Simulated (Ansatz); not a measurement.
# Is BaB2 in the AlB2 type a stable metal?, part 3 of 3

Question: is the lattice of BaB2 in the AlB2 type stable, and if so, what are its coupling constant and resistivity?

Ansatz 0.2.0; DFT PBE, scalar-relativistic, plane waves, PAW; PAW set soft_1.

So far, lowest on path (cm⁻¹): step 5 (lattice stability: q 2×2×2, k 6×6×4) -480. The relaxed cell has a = 3.277, c = 4.927 Å (conventional setting).

The structure was built from a prototype and need not be the compound's stable phase.

**6. Phonons by linear response: q 3×3×2, k 9×9×4**

An imaginary mode on so few k-points may come from the sampling, so the phonons are repeated with another q and k mesh.

input.yaml reads:

```yaml
crystal:
  lattice:
    - [3.2769617576, 0.0, 0.0]
    - [-1.6384808788, 2.8379321293, 0.0]
    - [0.0, 0.0, 4.9270407657]
  atoms:
    - { symbol: Ba, position: [0.0, 0.0, 0.0] }
    - { symbol: B, position: [0.3333333333, 0.6666666667, 0.5] }
    - { symbol: B, position: [0.6666666667, 0.3333333333, 0.5] }
kpoints:
  mp_grid: { grid: [9, 9, 4] }
hamiltonian:
  xc: pbe
  pseudopotentials: { kind: paw, azcp: { folder: soft_1 } }
scf:
  occupations: { method: methfessel_paxton, width: 0.2 }
output:
  eigenvalues: true
phonons:
  method: dfpt
  qmesh: [3, 3, 2]
  temperatures: { t_max: 1000, t_step: 50 }
  qpath:
    path:
      - [[0.0, 0.0, 0.0], [0.5, 0.0, 0.0], [0.33333333, 0.33333333, 0.0], [0.0, 0.0, 0.0], [0.0, 0.0, 0.5], [0.5, 0.0, 0.5], [0.33333333, 0.33333333, 0.5], [0.0, 0.0, 0.5]]
      - [[0.5, 0.0, 0.5], [0.5, 0.0, 0.0]]
      - [[0.33333333, 0.33333333, 0.5], [0.33333333, 0.33333333, 0.0]]
    npoints: 10
```

Run with:

```
$ ansatz run input.yaml --threads 4 --pin off --max-ram 12288MiB --backend cpu --events-out ev --progress --plain --runs-dir out
```

Numbers of over 12 decimals in the logs are rounded to 6 here.

The program printed:

```text
[...]
Crystal: 3 atoms, lattice volume = 45.820 Å³
Basis set: ecut = 420 eV, 929 PW (Γ), exchange–correlation on 48×48×72 points (8 copies of the dense FFT grid, shifted against one another)
Bands: 12, of which v1, the nominal top of the filled ones, is band 8 counted from 1 (7 counted from 0)
Symmetry: 24 space group operations
k-points: 36 of 324
[...]
SCF iter   1: F=—  HF=-6260.508304 eV  |F-HF|=—  |Δ(HF+E_count)|=         —  Δρ=3.04e-2  dr2=3.22e-1  ethr=3.10e-3  ⟨swp⟩=8.4  Hψ=3304  notcnv=0
[...]
SCF iter   9: F=-6260.451276 eV  HF=-6260.451276 eV  |F-HF|=2.73e-12  |Δ(HF+E_count)|=  3.04e-10  S|Δr|=    0.00e0  Δρ=7.68e-8  dr2=2.38e-12  ethr=1.00e-12  ⟨swp⟩=4.8  Hψ=2348  notcnv=0
SCF 1 converged in 9 iterations: F = -6260.451276 eV  dr2 = 2.38e-12
[...]
SCF iter   6: F=-6260.451276 eV  HF=-6260.451276 eV  |F-HF|=0.00e0  |Δ(HF+E_count)|=  2.73e-12  S|Δr|=    0.00e0  Δρ=6.47e-8  dr2=2.38e-12  ethr=1.00e-12  ⟨swp⟩=2.7  Hψ=1206  notcnv=0
SCF 2 converged in 6 iterations: F = -6260.451276 eV  dr2 = 2.38e-12
[...]
SCF converged after 9 iterations
[...]
Free energy (F): -6260.451276 eV
[...]
Internal energy: -6260.443125 eV  (E = F + TS)
E sigma→0 (E₀):  -6260.449238 eV
Entropy (-TS):   -0.008151 eV (-2.717 meV/atom)
Fermi energy:    11.162589 eV
[...]
--- Band table (eV; the first three rows and the last of 36) ---
  k-point 0: bands = [... 4 lower, 1.5151, 10.5590, 11.5663, 11.8456, 11.8456, 15.3779, 15.3779, 15.5666]
  k-point 1: bands = [... 4 lower, 2.3960, 9.2871, 11.9745, 11.9745, 12.0021, 14.9700, 14.9700, 15.6025]
  k-point 2: bands = [... 4 lower, 3.3975, 8.0874, 12.1292, 12.1292, 12.2198, 14.5820, 14.5820, 15.6400]
  k-point 35: bands = [... 4 lower, 5.1311, 5.1311, 8.5389, 12.4704, 12.4704, 15.6313, 15.6313, 16.4259]
[...]
ASR residual: 5.413e-5 → 0.000e0 eV/Å²; symmetrization residual: 1.291e-6 eV/Å²
  ASR residual per site (eV/Å²): 5.41e-5 2.17e-5 2.17e-5
  Γ frequencies (cm⁻¹): -435.57 -435.57 0.00 0.00 0.00 178.26 178.26 250.67 624.05
--- Phonons (arbitrary-q DFPT): 6 irreducible q on the 3×3×2 mesh ---
[...]
interpolated dispersion: 93 rows × 9 modes
[...]
```

Wall time 36 s (4 threads of AMD EPYC 7B13 (Zen 3), shared host); peak memory 0.65 GiB.

Numbers from this step:

| Quantity | Value |
| --- | --- |
| share of imaginary modes in the plain interpolation between solved wavevectors | 0.055 |
| highest frequency, solved or plainly interpolated | 624.1 cm⁻¹ |

Solved on the 3×3×2 mesh alone; all other wavevectors are interpolated. The phonon branches at the labelled points (cm⁻¹):

| point | branch 1 | branch 2 | branch 3 | branch 4 | branch 5 | branch 6 | branch 7 | branch 8 | branch 9 |
| --- | --- | --- | --- | --- | --- | --- | --- | --- | --- |
| Γ | -436 | -436 | 0 | 0 | 0 | 178 | 178 | 251 | 624 |
| halfway | -25 | 70 | 77 | 165 | 185 | 278 | 285 | 363 | 586 |
| M | 71 | 79 | 150 | 413 | 419 | 429 | 454 | 495 | 498 |
| halfway | 66 | 100 | 145 | 417 | 428 | 450 | 466 | 495 | 516 |
| K | 60 | 129 | 129 | 411 | 467 | 467 | 480 | 480 | 539 |
| halfway | 64 | 73 | 108 | 268 | 268 | 304 | 332 | 384 | 574 |
| Γ | -436 | -436 | 0 | 0 | 0 | 178 | 178 | 251 | 624 |
| halfway | -422 | -422 | 50 | 50 | 68 | 173 | 173 | 284 | 610 |
| A | -407 | -407 | 74 | 74 | 84 | 167 | 167 | 318 | 596 |
| halfway | 39 | 81 | 105 | 189 | 201 | 281 | 320 | 363 | 583 |
| L | 29 | 83 | 143 | 385 | 422 | 436 | 459 | 499 | 512 |
| halfway | -33 | 98 | 136 | 396 | 426 | 457 | 475 | 493 | 518 |
| H | -54 | 121 | 121 | 422 | 441 | 441 | 491 | 491 | 538 |
| halfway | 42 | 88 | 108 | 282 | 284 | 326 | 336 | 387 | 573 |
| A | -407 | -407 | 74 | 74 | 84 | 167 | 167 | 318 | 596 |
| jump to L | 29 | 83 | 143 | 385 | 422 | 436 | 459 | 499 | 512 |
| halfway | 54 | 82 | 147 | 399 | 421 | 433 | 456 | 497 | 505 |
| M | 71 | 79 | 150 | 413 | 419 | 429 | 454 | 495 | 498 |
| jump to H | -54 | 121 | 121 | 422 | 441 | 441 | 491 | 491 | 538 |
| halfway | 16 | 125 | 125 | 417 | 454 | 454 | 486 | 486 | 538 |
| K | 60 | 129 | 129 | 411 | 467 | 467 | 480 | 480 | 539 |

The phonon branches as a text plot (rows in cm⁻¹):

```
    602 |****             *************             ****
    558 |    **      *  **             **     *   **         ****
    514 |      ****** **                 ***** ***      *****
    470 |      *********                 *********      *********
    425 |    ************              ************     *********
    381 |     **         *            * *****   ****    **
    337 |   ***         ***       *******         *** **
    293 |    *           ***    **    **           ***
    249 |****            * *****     *               **
    205 |***                **      * *               **
    160 |*     *****          ******     ****       *  ******
    116 |   ***    ********          ****    ********        ****
     72 | *******************   *************     ***********   *
     28 |***                ****      ******      **    **     *
    -16 |                                   *    *  *         *
    -60 |                 *                  ****            *
   -104 |                 *
   -149 |                            *
   -193 |   *                        *
   -237 |                                            *
   -281 |                  *
   -325 |  *                                          *
   -369 | *                 *       *                  *
   -414 |*                   *******
         Γ      M    K        Γ   A       L    H       A|L M|H  K
```

The modes has structure finer than the step of the table below, so its rows give means over 25 cm⁻¹, whole bins alone (the curve runs from -446 to 653 cm⁻¹). Peaks (cm⁻¹: height): B 321.2: 0.017, 417.9: 0.0311; Ba 79.4: 0.0342, 134.7: 0.0240.

Phonopy on the run's constants, 19x19x11 mesh, Gaussian sigma 7.8 cm⁻¹. The modes by wavenumber; means over each step; values in 1/cm⁻¹/cell:

| wavenumber (cm⁻¹) | B | Ba |
| --- | --- | --- |
| -425 | 6.1e-4 | 0 |
| -400 | 0.00119 | 0 |
| -375 | 0.00153 | 0 |
| -350 | 9.9e-4 | 0 |
| -325 | 0.00143 | 0 |
| -300 | 0.00154 | 0 |
| -275 | 7.4e-4 | 0 |
| -250 | 7.1e-4 | 9.0e-6 |
| -225 | 0.00161 | 2.7e-5 |
| -200 | 0.00133 | 2.7e-5 |
| -175 | 6.7e-4 | 2.1e-5 |
| -150 | 4.6e-4 | 4.9e-5 |
| -125 | 2.7e-4 | 4.3e-5 |
| -100 | 3.9e-4 | 1.3e-4 |
| -75 | 5.6e-4 | 3.4e-4 |
| -50 | 4.7e-4 | 0.00165 |
| -25 | 2.6e-4 | 0.00216 |
| 0 | 1.2e-4 | 0.00146 |
| 25 | 4.4e-4 | 0.00666 |
| 50 | 8.3e-4 | 0.0197 |
| 75 | 7.2e-4 | 0.0316 |
| 100 | 8.4e-4 | 0.0227 |
| 125 | 0.00106 | 0.0201 |
| 150 | 0.00152 | 0.0108 |
| 175 | 0.00231 | 3.4e-4 |
| 200 | 0.00294 | 1.6e-4 |
| 225 | 0.00410 | 1.6e-4 |
| 250 | 0.00671 | 2.6e-4 |
| 275 | 0.00878 | 2.6e-4 |
| 300 | 0.0102 | 2.4e-4 |
| 325 | 0.0156 | 3.0e-4 |
| 350 | 0.0125 | 1.9e-4 |
| 375 | 0.0197 | 1.9e-4 |
| 400 | 0.0229 | 1.9e-4 |
| 425 | 0.0264 | 1.6e-4 |
| 450 | 0.0178 | 5.2e-5 |
| 475 | 0.0184 | 2.8e-5 |
| 500 | 0.0162 | 1.3e-6 |
| 525 | 0.0125 | 0 |
| 550 | 0.00754 | 0 |
| 575 | 0.00728 | 0 |
| 600 | 0.00654 | 0 |
| 625 | 0.00122 | 0 |

No LO-TO term; unit eigenvectors of the mass-weighted matrix. Modes at Γ, with each element's share of the kinetic energy (negative means imaginary):

| mode | frequency (cm⁻¹) | symmetry | Ba % | B % |
| --- | --- | --- | --- | --- |
| 1 | -435.6 | E2g | 0 | 100 |
| 2 | -435.6 | E2g | 0 | 100 |
| 3 | 0.0 | unnamed | 86 | 14 |
| 4 | 0.0 | unnamed | 86 | 14 |
| 5 | 0.0 | unnamed | 86 | 14 |
| 6 | 178.3 | E1u | 14 | 86 |
| 7 | 178.3 | E1u | 14 | 86 |
| 8 | 250.7 | A2u | 14 | 86 |
| 9 | 624.1 | B1g | 0 | 100 |

Displacements in mode 2 (-435.6 cm⁻¹), the largest set to 1:
```
Ba1  0.00  0.00  0.00
B2  -0.62  1.00  0.00
B3   0.62 -1.00  0.00
```

Displacements in mode 8 (250.7 cm⁻¹), the largest set to 1:
```
Ba1  0.00  0.00 -0.16
B2   0.00  0.00  1.00
B3   0.00  0.00  1.00
```

Among the solved wavevectors the lowest mode, translations apart, is -436 cm⁻¹, imaginary.

**7. Outcome**

```yaml
phonon_run_of_the_rows_without_a_label_of_their_own: PBE, q 3×3×2, k 9×9×4
softest_mode_on_the_q_mesh: -436 cm⁻¹ at q = (0, 0, 0)
highest_frequency_solved_or_plainly_interpolated: 624 cm⁻¹
```

The lattice is dynamically unstable at this level: a mode at q = (0, 0, 0) is imaginary, 436i cm⁻¹, so no harmonic coupling constant or resistivity is defined for this structure. These meshes are coarse, and single modes of a metal can move by tens of cm⁻¹ with the k mesh. The phonon runs are not spin-polarised. The structure was built by hand as an ordered model, and its stability against other phases was not tested.

[Logs are printed without paths, hosts, clocks, repeated set-up lines and the standing remarks that a program may print on its own settings, such as how far it seeks lower states.]

[Hosts, paths, dates, database ids (printed as entryN), source tags and the programs' standing remarks are cut or masked in the printed files.]
